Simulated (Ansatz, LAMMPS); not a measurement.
# Squeezing and shearing glassy 80GeO2-20K2O (mol %) (105 atoms): runs compared

How stiff is glassy 80GeO2-20K2O (mol %) (105 atoms), and how do its levels respond to strain?

Computed with Ansatz 0.2.0: Kohn-Sham DFT, PBE, PAW (set soft_2), plane waves.

**1. The cell as built**

The cell holds 105 atoms: 28 Ge, 14 K and 63 O. Its edges and angles: a = 11.978 Å, b = 11.978 Å, c = 11.978 Å, α = 90.0°, β = 90.0°, γ = 90.0°. 105 atoms (28 Ge, 14 K, 63 O) placed at random at 3.46 g/cm³, melted at 4000 K for 10 ps at fixed volume with the Morse and Coulomb pair potential with partial charges (Pedone, Malavasi, Menziani, Cormack and Segre, J. Phys. Chem. B 110, 11780 (2006)). Quenched from 4000 K to 300 K at 10 K/ps and fixed volume, held 10 ps at zero pressure.

What the set-up can't give: The quench rate of 10 K/ps is orders of magnitude faster than experiment, which tends to freeze in extra defects. The network of bonds at the start is that of the classical potential that made the cell, and needn't be the one that DFT or experiment would give. Only the Γ point is sampled.

**2. The reference run**

The reference is a single point at the end of the relaxation.

Every strained cell starts from the geometry of this run, and its atoms are relaxed with the cell held.

Its input, with most atom lines left out:

```yaml
crystal:
  lattice:
    - [11.94162, 0.19297, -0.13286]
    - [0.19297, 12.00998, -0.01195]
    - [-0.13286, -0.01195, 11.86455]
  atoms:
    - { symbol: Ge, position: [0.9008, 0.74806, 0.71014] }
    - { symbol: Ge, position: [0.90071, 0.06425, 0.03686] }
    - { symbol: Ge, position: [0.53709, 0.17523, 0.27049] }
    - { symbol: Ge, position: [0.16885, 0.06598, 0.97162] }
    - { symbol: Ge, position: [0.22797, 0.6819, 0.47563] }
    - { symbol: Ge, position: [0.97761, 0.54694, 0.51794] }
    - { symbol: Ge, position: [0.78909, 0.47069, 0.33939] }
    [... atom lines 8 to 105 left out ...]
kpoints:
  mp_grid: { grid: [1, 1, 1] }
hamiltonian:
  xc: pbe
scf:
  occupations: { method: fixed }
output:
  forces: true
  stress: true
  populations: intrinsic
  dos:
    method: { smearing: { sigma: 0.08 } }
    de: 0.1
    projected: { site_lists: { Ge: [Ge], K: [K], O: [O] } }
  eigenvalues: true
  write_density: true
  write_potential: true
  volumetric_format: npy
  elf: true
```

```
free energy per atom   : -1690.9590 eV/atom
r.m.s. force component : 0.0091 eV/Å
pressure               : -0.01151 GPa
```

Filled and empty levels are parted by 1.20 eV (at Γ alone); a semilocal functional tends to put such gaps too low. In a disordered cell it changes from sample to sample, and tail or defect levels can set it.

**3. The runs**

Each row is one run, on 4 threads of Intel Xeon 6975P-C (Granite Rapids), shared host. The free energy is the program's total, comparable only between runs with the same functional, potentials and atoms.

```
                                 run  atoms    outcome  ionic steps, all passes  free energy (eV)     time  host memory (GiB)
           Single point at the start    105  converged                        -       -177537.971     13 s                2.5
              Cell and atoms relaxed    105  converged                       20       -177550.693  3.9 min                2.6
Single point at the relaxed geometry    105  converged                        -       -177550.693     21 s                2.7
                         Volume -3 %    105  converged                       16       -177550.711  3.7 min                2.6
                         Volume +3 %    105  converged                        7       -177550.504  1.8 min                2.8
                         Volume -6 %    105  converged                       14       -177550.271    3 min                2.5
                         Volume +6 %    105  converged                        7       -177549.984  1.8 min                2.9
                        Volume -10 %    105  converged                       16       -177549.042  3.2 min                2.5
            Stretched by 1 % along x    105  converged                        6       -177550.655     94 s                2.7
           Compressed by 1 % along x    105  converged                       18       -177550.803  4.3 min                2.7
                Sheared by 2 % in xy    105  converged                        5       -177550.666     76 s                2.7
```

In some runs the program notes that the SCF threshold is loose for the stress.

**4. Pressure against volume**

Atoms are relaxed at each volume, in the scaled cell.

```
volume change (%)  volume (Å³/atom)  energy change (meV/atom)  pressure (GPa)  largest move on relaxing (Å)  bonds  gap (eV)
              -10            14.580                     15.73            3.97                          1.31    210                1.56
               -6            15.227                      4.02            2.02                          1.14    201                1.45
               -3            15.713                     -0.17            0.79                          1.08    197                1.33
               +0            16.199                      0.00           -0.01                             -    192                1.20
               +3            16.685                      1.80           -1.17                          0.14    195                1.07
               +6            17.171                      6.76           -2.13                          0.33    194               0.938
```

**5. Uniaxial strain and shear**

Stress (GPa, compression positive) less that of the relaxed cell, atoms relaxed:

```
                   strain      xx      yy      zz      xy  energy change (meV/atom)
 stretched by 1 % along x  -0.765  -0.243  -0.318   0.005                      0.37
compressed by 1 % along x   0.190  -0.121   0.127   0.170                     -1.05
     sheared by 2 % in xy  -0.059  -0.016   0.058  -0.296                      0.25
```

**6. What came out**

The bulk modulus, from the slope of pressure against ln V over the three points nearest the relaxed volume, is 32.6 GPa; between neighbouring points the slope runs 45, 39, 26, 39 and 34 GPa from the smallest volume up, without a steady fall, so no pressure derivative is given. The count of bonds runs from 192 to 210 over the series, so at some points contacts cross the cutoffs. At -10 %, -6 % and -3 % some atom moved by over 0.5 Å on relaxing, so those points may sit in another local minimum. The curvature of the energy over the same three points gives 17.9 GPa instead, so stress and energy disagree and the modulus is uncertain by that much. The gap goes from 1.56 eV at the smallest volume to 0.938 eV at the largest, -3.9 eV per unit of ln V by a straight line, on the run's k-points. Stretch and compression disagree (xx stress changes of -0.76 and 0.19 GPa), so C11 is only a mean of unlike responses. The cell compressed by 1 % along x ends below the relaxed cell in energy, so the reference wasn't the lowest nearby minimum and the moduli are doubtful. In the Cartesian axes of the cell, finite differences give C11 = 47.7, C12 = 6.12, C13 = 22.3 and C66 = 14.8 GPa (the shear of 2 % is the engineering strain, εxy = 0.01).

**Limits.** Strains are finite and relaxations stop at the force tolerance of the input, which can leave moduli too stiff; they are those of a static cell at zero temperature. Volumes are changed with the cell's shape held, so in an anisotropic solid the modulus lies over the one under free hydrostatic load. The program notes that the SCF threshold of the relaxations is loose for the stress.

The DFT runs together took 25 min of wall time.

[Logs are printed without paths, hosts, clocks, repeated set-up lines and the standing remarks that a program may print on its own settings, such as how far it seeks lower states.]

[Hosts, paths, dates, database ids (printed as entryN), source tags and the programs' standing remarks are cut or masked in the printed files.]
